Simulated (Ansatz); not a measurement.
## Moving the knobs of a GW run on MgH2 (P4_2/mnm)

A base run on MgH2 (P4_2/mnm), then changed inputs.

Method: G0W0 on PBE, plane waves, PAW, in Ansatz 0.2.0.

## Step 1: Set-up

It takes space group P4_2/mnm (No. 136, tetragonal). The conventional cell has a = 4.517 Å, b = 4.517 Å, c = 3.021 Å, α = 90.00°, β = 90.00°, γ = 90.00°. Nearest to Mg lie 6 H at 1.95 Å. H has 3 Mg at 1.95 Å nearest. Farther neighbours are not listed.

Coordinates:

```cif
data_structure
_symmetry_space_group_name_H-M 'P4_2/mnm'
_symmetry_Int_Tables_number 136
_cell_length_a 4.5168
_cell_length_b 4.5168
_cell_length_c 3.0205
_cell_angle_alpha 90.000
_cell_angle_beta 90.000
_cell_angle_gamma 90.000
_cell_volume 61.62
loop_
_atom_site_label
_atom_site_type_symbol
_atom_site_symmetry_multiplicity
_atom_site_Wyckoff_symbol
_atom_site_fract_x
_atom_site_fract_y
_atom_site_fract_z
_atom_site_occupancy
Mg1 Mg 2 a 0.00000 0.00000 0.00000 1
H1 H 4 f 0.30600 0.30600 0.00000 1
```

The cell and positions come from the Crystallography Open Database and are kept as given unless a step says otherwise. The default PAW set here is soft_2. Its files were made with PBE.

## Step 2: The base run: 4×4×4 mesh, 183 empty bands, screening to 120 eV

Now the one-shot GW correction: screening in the RPA, then the self-energy of the levels asked for.

input.yaml reads:

```yaml
crystal:
  lattice:
    - [4.5168, 0.0, 0.0]
    - [0.0, 4.5168, 0.0]
    - [0.0, 0.0, 3.0205]
  atoms:
    - { symbol: Mg, position: [0.0, 0.0, 0.0] }
    - { symbol: Mg, position: [0.5, 0.5, 0.5] }
    - { symbol: H, position: [0.306, 0.306, 0.0] }
    - { symbol: H, position: [0.194, 0.806, 0.5] }
    - { symbol: H, position: [0.694, 0.694, 0.0] }
    - { symbol: H, position: [0.806, 0.194, 0.5] }
kpoints:
  mp_grid: { grid: [4, 4, 4] }
hamiltonian:
  xc: pbe
scf:
  occupations: { method: fixed }
gw:
  n_empty_bands: 183
  ecut_chi: 120
  qp_bands: [v2, c2]
  qp_kpoints: band_edges
  screening: { model: contour_deformation }
```

Run with:

```bash
$ ansatz run input.yaml --threads 3 --pin off --max-ram 92160MiB --backend cuda --events-out ev --progress --plain --runs-dir out --devices 1 --max-vram 13GiB  # rebuilt from the run's record
```

Numbers of over 12 decimals in the logs are rounded to 6 here.

The log of the run:

```text
GPUs: using 1 of 1 available (devices: 1).
Engine: ansatz 0.2.0, x86_64-unknown-linux-gnu
Pseudopotentials: kind: paw
Pseudopotential: Mg, paw, valence charge 10, recommended cutoff 420 eV (normal), Mg.paw.azcp
Pseudopotential: H, paw, valence charge 1, recommended cutoff 420 eV (normal), H.paw.azcp
Functional definition: PBE
  parameter kappa = 0.804
  parameter beta = 0.066725
  exchange = pbe_x(kappa = kappa, mu = beta*pi^2/3)
  correlation = pbe_c(beta = beta)
device memory: the entry about to start is reckoned to put 0.6 GiB on a device that reports 47.4 GiB free (of which the cap on the GPU budget leaves the run 13.0 GiB)
GPU FFT provider: cuFFT
GPU libraries: cuBLAS 13.8.2, cuFFT 12.4.0, cuSOLVER 12.3.4
Crystal: 6 atoms, lattice volume = 61.623 Å³
Basis set: ecut = 420 eV, 1195 PW (Γ)
Bands: 18, of which v1, the nominal top of the filled ones, is band 12 counted from 1 (11 counted from 0)
Symmetry: 16 space group operations
Space group: P42/mnm (ITA 136), of the structure as read, at distance tolerance 3.9e-5 Å
k-points: 18 of 64
Non-local potential: Mg, projectors of the file, l = 0: 3, l = 1: 2, l = 2: 1
Non-local potential: H, projectors of the file, l = 0: 2, l = 1: 1
PAW form: soft (Blöchl's): semilocal exchange-correlation on the pseudo side does not see the compensation charge
PAW one-centre angular grid: Mg, 110 points (default); XC on 64 Gauss nodes
PAW one-centre angular grid: H, 110 points (default); XC on 64 Gauss nodes
Initial density: superposition of atomic densities (neutral atoms: chi_scale 0, normalization atom), corrected by the library's trained network
Initial wavefunctions: pseudopotential atomic-orbital guess
GPU buffer pool allocated for 24576 grid points (all kernels)
GPU transforms: local potential and band sums: pruned to the plane-wave sphere, on 32×32×24
Functional: x = pbe(κ = 0.804, μ = 0.219515), c = pbe(β = 0.066725)
SCF iter   1: F=—  HF=-3912.184377 eV  |F-HF|=—  |Δ(HF+E_count)|=         —  Δρ=4.28e-4  dr2=5.41e-5  ethr=1.77e-3  ⟨swp⟩=4.0  Hψ=1562  notcnv=0  defer=58
preconditioner: auto → none  [insulator: Δε(μ)=3.904 eV  Ē_g=10.066 eV  n_scr=10 (ndim 8)  ℏωp=13.4 eV  f_vac=0.000  ε∞_Penn≈2.8]
SCF iter   2: F=—  HF=-3912.184507 eV  |F-HF|=—  |Δ(HF+E_count)|=   1.31e-4  Δρ=1.67e-4  dr2=5.01e-6  ethr=2.26e-7  ⟨swp⟩=2.0  Hψ=706  notcnv=0  defer=72
SCF iter   3: F=—  HF=-3912.184567 eV  |F-HF|=—  |Δ(HF+E_count)|=   5.94e-5  Δρ=4.50e-5  dr2=3.67e-7  ethr=2.09e-8  ⟨swp⟩=2.0  Hψ=360  notcnv=0  defer=72
iter 4 did not close the SCF: its close was put off for the readings that it lacked (scf_convergence_deferred on its scf_iter line)
SCF iter   4: F=-3912.184572 eV  HF=-3912.184572 eV  |F-HF|=1.18e-8  |Δ(HF+E_count)|=   4.98e-6  Δρ=4.09e-6  dr2=5.41e-9  ethr=1.53e-9  ⟨swp⟩=2.7  Hψ=448  notcnv=0  defer=72
[...]
E_xc         = -95.018593
  E_vxc        = -122.629435  (∫ρ·V_xc dr)
  E_paw        = -586.671823  (= ΣΔE_a)
  E_vpaw       = -58.229977  (= ΣTr[D̂ρ^β])
  E_aug_tail   = -0.005292  (compensation charges beyond the density's cutoff)
  E_ewald      = -1419.135044
  E_smearing   = -0.000000  (= −TS)
  E_closure    = 0.000000  (closes the sum)
  Σ components = -3912.184572   (vs F -3912.184572, Δ=0.00e0)
--- Band table (eV; the first three rows and the last of 18) ---
  k-point 0: bands = [... 8 lower, -4.6183, 0.3702, 0.3702, 1.3017, 6.5360, 6.8851, 10.9144, 10.9144, ... 2 higher]
  k-point 1: bands = [... 8 lower, -3.6972, 0.9417, 0.9417, 1.0859, 6.9310, 7.5613, 9.3800, 10.7558, ... 2 higher]
  k-point 2: bands = [... 8 lower, -1.2152, -1.2152, 1.7217, 1.7217, 8.0420, 8.0420, 8.5943, 8.5943, ... 2 higher]
  k-point 17: bands = [... 8 lower, -0.0988, -0.0988, 0.8682, 0.8682, 5.6489, 5.6489, 5.9762, 5.9762, ... 2 higher]
--- G₀W₀: contour deformation, 6 samples at zero and on the imaginary axis and 1 off it, 64 q-points, 183 empty bands' worth ---
  eigenvalues of the whole cell's RPA ε∞ on this k-mesh (on a slab, of 1 + 4πα/V) = 3.6504, 3.6555, 3.6555; static W/v taken at q = 0 is 0.273746
  bands read: the sum over 195 bands ends inside a degenerate multiplet in 11 slots, whose members it reads at an even weight; the widest, k=2: bands 195 to 196 (counted from 1) at 1/2 each
  gw.qp_kpoints: band_edges: 12 of 18 stored k-points solved, in 1 pass; an edge of the gap read off the rows below is read off those points alone
    valence top: of the k-points left out ik 1 came nearest to being solved in a further pass, in band 12 (counted from 1, as in the quasiparticle table): it holds the edge there only if its correction is more favourable than any solved in that band by at least 0.589 eV; those differ by 0.146 eV
    conduction bottom: of the k-points left out ik 1 came nearest to being solved in a further pass, in band 13 (counted from 1, as in the quasiparticle table): it holds the edge there only if its correction is more favourable than any solved in that band by at least 1.031 eV; those differ by 0.373 eV
    ik  band        ε_KS         Σx   Σc(E_QP)       V_xc       Z   E_QP_lin       E_QP  E_QP is
     0    11      0.3702   -15.4005     2.6871   -11.2501  0.7524    -1.1345    -1.0932  root
     0    12      1.3017   -15.0577     2.1536   -11.5996  0.7646    -0.0292    -0.0028  root
     0    13      6.5360    -2.9110    -3.5448    -6.8192  0.8188     6.9008     6.8994  root
     0    14      6.8851    -5.9865    -3.6452   -10.2548  0.8020     7.5125     7.5082  root
     2    11      1.7217   -15.4249     2.2690   -11.7578  0.7655     0.2942     0.3235  root
     2    12      1.7217   -15.4249     2.2690   -11.7578  0.7655     0.2942     0.3235  root
     2    13      8.0420    -5.6114    -4.1110   -10.4590  0.7954     8.7862     8.7785  root
     2    14      8.0420    -5.6114    -4.1110   -10.4590  0.7954     8.7862     8.7785  root
[...]
17    11      0.8682   -15.0739     2.5090   -11.1147  0.7586    -0.6185    -0.5819  root
    17    12      0.8682   -15.0739     2.5090   -11.1147  0.7586    -0.6185    -0.5819  root
    17    13      5.6489    -5.2612    -3.6474    -9.5228  0.8108     6.2669     6.2630  root
    17    14      5.6489    -5.2612    -3.6474    -9.5228  0.8108     6.2669     6.2630  root
[key lines of the parts left out:]
SCF converged after 6 iterations
Free energy (F): -3912.184572 eV
Fermi energy:    1.741235 eV
```

Wall time 13 s (1 × NVIDIA H100 80GB HBM3 (shared by 6 runs) with 3 threads of AMD EPYC 7R13 (Zen 3), shared host); peak memory 1.1 GiB; 20 s of CPU time.

This step gave:

* bands summed: 195
* RPA ε∞ on this mesh (eigenvalues): 3.650, 3.655, 3.655
* plane waves in the screening matrix: 181
* q-points in the mesh: 64
* G0W0 gap on the mesh: 5.892 eV
* k of the valence top: 0, 0.25, 0
* k of the conduction bottom: -0.5, -0.5, -0.5
* starting gap on the mesh: 3.908 eV
* Z at the valence top: 0.7670
* Z at the conduction bottom: 0.8108
* least direct G0W0 gap on the computed points: 6.687 eV

The gap on the mesh goes from 3.91 eV to 5.89 eV, a correction of +1.98 eV. Between the two edge states, bare exchange in place of the xc potential would open the gap by 7.82 eV, and correlation takes back 5.84 eV.

## Step 3: Variant: low screening cutoff

input.yaml, as its differences from that of step 2:

```diff
@@ -20,3 +20,3 @@
   n_empty_bands: 183
-  ecut_chi: 120
+  ecut_chi: 25
   qp_bands: [v2, c2]
```

The log of the run:

```text
GPUs: using 1 of 1 available (devices: 1).
[...]
GPU FFT provider: cuFFT
GPU libraries: cuBLAS 13.8.2, cuFFT 12.4.0, cuSOLVER 12.3.4
Crystal: 6 atoms, lattice volume = 61.623 Å³
Basis set: ecut = 420 eV, 1195 PW (Γ)
Bands: 18, of which v1, the nominal top of the filled ones, is band 12 counted from 1 (11 counted from 0)
[... 1 set-up line as in the run before ...]
[...]
k-points: 18 of 64
[...]
GPU buffer pool allocated for 24576 grid points (all kernels)
[...]
SCF iter   1: F=—  HF=-3912.184377 eV  |F-HF|=—  |Δ(HF+E_count)|=         —  Δρ=4.28e-4  dr2=5.41e-5  ethr=1.77e-3  ⟨swp⟩=4.0  Hψ=1562  notcnv=0  defer=58
[...]
SCF iter   6: F=-3912.184572 eV  HF=-3912.184572 eV  |F-HF|=1.82e-12  |Δ(HF+E_count)|=   1.03e-9  Δρ=8.26e-8  dr2=2.81e-12  ethr=1.23e-12  ⟨swp⟩=5.1  Hψ=1273  notcnv=0
SCF 1 converged in 6 iterations: F = -3912.184572 eV  dr2 = 2.81e-12
[...]
NSCF: frozen V_eff on 18 k-points, pencils in batches of 32, up to order 72
[...]
NSCF: frozen V_eff on 18 k-points
G₀W₀ screening: q 1/18
[... further progress lines ...]
SCF converged after 6 iterations
Free energy (F): -3912.184572 eV
[...]
Internal energy: -3912.184572 eV  (E = F + TS)
E sigma→0 (E₀):  -3912.184572 eV
Fermi energy:    1.741235 eV
[...]
--- Band table (eV; the first three rows and the last of 18) ---
  k-point 0: bands = [... 8 lower, -4.6183, 0.3702, 0.3702, 1.3017, 6.5360, 6.8851, 10.9144, 10.9144, ... 2 higher]
  k-point 1: bands = [... 8 lower, -3.6972, 0.9417, 0.9417, 1.0859, 6.9310, 7.5613, 9.3800, 10.7558, ... 2 higher]
  k-point 2: bands = [... 8 lower, -1.2152, -1.2152, 1.7217, 1.7217, 8.0420, 8.0420, 8.5943, 8.5943, ... 2 higher]
  k-point 17: bands = [... 8 lower, -0.0988, -0.0988, 0.8682, 0.8682, 5.6489, 5.6489, 5.9762, 5.9762, ... 2 higher]
[...]
0    11      0.3702   -15.4005     3.0161   -11.2501  0.7716    -0.7875    -0.7641  root
     0    12      1.3017   -15.0577     2.5754   -11.5996  0.7855     0.4077     0.4191  root
     0    13      6.5360    -2.9110    -3.5819    -6.8192  0.8138     6.8635     6.8623  root
     0    14      6.8851    -5.9865    -3.3985   -10.2548  0.8074     7.7638     7.7549  root
     2    11      1.7217   -15.4249     2.6767   -11.7578  0.7902     0.7173     0.7313  root
     2    12      1.7217   -15.4249     2.6767   -11.7578  0.7902     0.7173     0.7313  root
     2    13      8.0420    -5.6114    -3.9297   -10.4590  0.7959     8.9726     8.9598  root
     2    14      8.0420    -5.6114    -3.9297   -10.4590  0.7959     8.9726     8.9598  root
[...]
17    11      0.8682   -15.0739     2.8612   -11.1147  0.7795    -0.2496    -0.2297  root
    17    12      0.8682   -15.0739     2.8612   -11.1147  0.7795    -0.2496    -0.2297  root
    17    13      5.6489    -5.2612    -3.5195    -9.5228  0.8095     6.3970     6.3909  root
    17    14      5.6489    -5.2612    -3.5195    -9.5228  0.8095     6.3970     6.3909  root
```

Wall time 13 s (1 × NVIDIA H100 80GB HBM3 (shared by 6 runs) with 3 threads); peak memory 1.1 GiB.

Against the base:

| setting | base | variant |
| --- | --- | --- |
| screening cutoff (eV) | 120 | 25 |

| quantity | variant | base |
| --- | --- | --- |
| starting gap on the mesh | 3.908 | 3.908 |
| G0W0 gap on the mesh | 5.607 | 5.892 |
| least direct G0W0 gap on the computed points | 6.396 | 6.687 |
| Z at the valence top | 0.791 | 0.767 |
| Z at the conduction bottom | 0.810 | 0.811 |

## Step 4: Variant: all filled levels at the zone centre

input.yaml, as its differences from that of step 3:

```diff
@@ -19,6 +19,6 @@
 gw:
-  n_empty_bands: 183
-  ecut_chi: 25
-  qp_bands: [v2, c2]
-  qp_kpoints: band_edges
+  n_empty_bands: 139
+  ecut_chi: 100
+  qp_bands: [lowest, c2]
+  qp_kpoints: [[0, 0, 0]]
   screening: { model: contour_deformation }
```

The log of the run:

```text
GPUs: using 1 of 1 available (devices: 1).
[...]
GPU FFT provider: cuFFT
GPU libraries: cuBLAS 13.8.2, cuFFT 12.4.0, cuSOLVER 12.3.4
Crystal: 6 atoms, lattice volume = 61.623 Å³
Basis set: ecut = 420 eV, 1195 PW (Γ)
Bands: 18, of which v1, the nominal top of the filled ones, is band 12 counted from 1 (11 counted from 0)
[... 1 set-up line as in the run before ...]
[...]
k-points: 18 of 64
[...]
GPU buffer pool allocated for 24576 grid points (all kernels)
[...]
SCF iter   1: F=—  HF=-3912.184377 eV  |F-HF|=—  |Δ(HF+E_count)|=         —  Δρ=4.28e-4  dr2=5.41e-5  ethr=1.77e-3  ⟨swp⟩=4.0  Hψ=1562  notcnv=0  defer=58
[...]
SCF iter   6: F=-3912.184572 eV  HF=-3912.184572 eV  |F-HF|=1.82e-12  |Δ(HF+E_count)|=   1.03e-9  Δρ=8.26e-8  dr2=2.81e-12  ethr=1.23e-12  ⟨swp⟩=5.1  Hψ=1273  notcnv=0
SCF 1 converged in 6 iterations: F = -3912.184572 eV  dr2 = 2.81e-12
[...]
G₀W₀ screening: q 1/18
[... further progress lines ...]
SCF converged after 6 iterations
Free energy (F): -3912.184572 eV
[...]
Internal energy: -3912.184572 eV  (E = F + TS)
E sigma→0 (E₀):  -3912.184572 eV
Fermi energy:    1.741235 eV
[...]
--- Band table (eV; the first three rows and the last of 18) ---
  k-point 0: bands = [... 8 lower, -4.6183, 0.3702, 0.3702, 1.3017, 6.5360, 6.8851, 10.9144, 10.9144, ... 2 higher]
  k-point 1: bands = [... 8 lower, -3.6972, 0.9417, 0.9417, 1.0859, 6.9310, 7.5613, 9.3800, 10.7558, ... 2 higher]
  k-point 2: bands = [... 8 lower, -1.2152, -1.2152, 1.7217, 1.7217, 8.0420, 8.0420, 8.5943, 8.5943, ... 2 higher]
  k-point 17: bands = [... 8 lower, -0.0988, -0.0988, 0.8682, 0.8682, 5.6489, 5.6489, 5.9762, 5.9762, ... 2 higher]
[...]
`?` marks the rows in doubt; gw_qp.tsv's column doubts and the gw_qp event give each row's grounds
[...]
0     1    -71.8052   -61.1608    13.3192   -38.4144  0.7537   -83.7009   -81.2325  root ?
     0     2    -71.8043   -61.1608    13.3173   -38.4164  0.7537   -83.6998   -81.2314  root ?
     0     3    -38.5734   -52.7242     9.7821   -37.2172  0.7526   -45.4479   -44.2982  root ?
     0     4    -38.5734   -52.7242     9.7821   -37.2172  0.7526   -45.4479   -44.2982  root ?
     0     5    -38.5543   -52.7445     9.7928   -37.2363  0.7523   -45.4159   -44.2697  root ?
     0     6    -38.5543   -52.7445     9.7928   -37.2363  0.7523   -45.4159   -44.2697  root ?
     0     7    -38.5330   -52.7939     9.8021   -37.2739  0.7524   -45.3888   -44.2510  root ?
     0     8    -38.5305   -52.8016     9.8021   -37.2813  0.7524   -45.3865   -44.2487  root ?
     0     9     -4.6183   -16.1613     4.9371   -10.0049  0.6366    -5.8997    -5.8375  root
     0    10      0.3702   -15.4005     2.7332   -11.2501  0.7529    -1.0856    -1.0471  root
     0    11      0.3702   -15.4005     2.7332   -11.2501  0.7529    -1.0856    -1.0471  root
     0    12      1.3017   -15.0577     2.2102   -11.5996  0.7652     0.0298     0.0538  root
     0    13      6.5360    -2.9110    -3.5304    -6.8192  0.8188     6.9154     6.9138  root
     0    14      6.8851    -5.9865    -3.6071   -10.2548  0.8023     7.5512     7.5463  root
```

Run time: 6.7 s. Hardware: 1 × NVIDIA H100 80GB HBM3 (shared by 6 runs) with 3 threads; peak memory 1.1 GiB; 9.7 s of CPU time.

Absolute levels on the run's own zero. QP, by row:

| k index | band | KS (eV) | Sigma_x (eV) | Sigma_c (eV) | Vxc (eV) | Z | QP linearised (eV) | QP (eV) | source | doubts |
| --- | --- | --- | --- | --- | --- | --- | --- | --- | --- | --- |
| 0 | 1 | -71.81 | -61.16 | 13.32 | -38.41 | 0.7537 | -83.7 | -81.23 | root | energies_apart |
| 0 | 2 | -71.8 | -61.16 | 13.32 | -38.42 | 0.7537 | -83.7 | -81.23 | root | energies_apart |
| 0 | 3 | -38.57 | -52.72 | 9.782 | -37.22 | 0.7526 | -45.45 | -44.3 | root | energies_apart |
| 0 | 4 | -38.57 | -52.72 | 9.782 | -37.22 | 0.7526 | -45.45 | -44.3 | root | energies_apart |
| 0 | 5 | -38.55 | -52.74 | 9.793 | -37.24 | 0.7523 | -45.42 | -44.27 | root | energies_apart |
| 0 | 6 | -38.55 | -52.74 | 9.793 | -37.24 | 0.7523 | -45.42 | -44.27 | root | energies_apart |
| 0 | 7 | -38.53 | -52.79 | 9.802 | -37.27 | 0.7524 | -45.39 | -44.25 | root | energies_apart |
| 0 | 8 | -38.53 | -52.8 | 9.802 | -37.28 | 0.7524 | -45.39 | -44.25 | root | energies_apart |
| 0 | 9 | -4.618 | -16.16 | 4.937 | -10 | 0.6366 | -5.9 | -5.838 | root |  |
| 0 | 10 | 0.3702 | -15.4 | 2.733 | -11.25 | 0.7529 | -1.086 | -1.047 | root |  |
| 0 | 11 | 0.3702 | -15.4 | 2.733 | -11.25 | 0.7529 | -1.086 | -1.047 | root |  |
| 0 | 12 | 1.302 | -15.06 | 2.21 | -11.6 | 0.7652 | 0.0298 | 0.0538 | root |  |
| 0 | 13 | 6.536 | -2.911 | -3.53 | -6.819 | 0.8188 | 6.915 | 6.914 | root |  |
| 0 | 14 | 6.885 | -5.987 | -3.607 | -10.25 | 0.8023 | 7.551 | 7.546 | root |  |

Against the base:

| setting | base | variant |
| --- | --- | --- |
| empty bands | 183 | 139 |
| screening cutoff (eV) | 120 | 100 |
| levels asked | v2 to c2 | lowest to c2 |
| points asked | band edges | [[0, 0, 0]] |

## Step 5: What came out

```yaml
base: 5.89 eV, 13 s
low_screening_cutoff: 5.61 eV, 13 s
all_filled_levels_at_the_zone_centre: direct gap at the listed points 6.86 eV, 6.7 s
```

Low screening cutoff: the gap moves by −0.29 eV; such settings are too crude to quote. All filled levels at the zone centre: only the listed points were computed; the least direct gap there is 6.86 eV, with empty bands, screening cutoff, levels asked and points asked changed against the base. All runs here use a coarse mesh and modest cutoffs; they test settings and are not final values. The 4×4×4 mesh is coarse for this cell (its supercell is 12 Å along the shortest edge). The RPA ε∞ on it, from the PBE start, is 3.65 and 3.66; such meshes misread the long-range screening, most where the gap is narrow.

[Paths, hosts, dates, memory and timing lines, banners, echoed tables and standing remarks are left out of the program output.]

[Logs are printed without paths, hosts, clocks, repeated set-up lines and the standing remarks that a program may print on its own settings, such as how far it seeks lower states.]

[Runs of the session that timed out or met a known fault of the program may be left out.]

[Cells called generated may have been cut or substituted from an entry of the Crystallography Open Database or the Materials Project.]

[Hosts, paths, dates, database ids (printed as entryN), source tags and the programs' standing remarks are cut or masked in the printed files.]
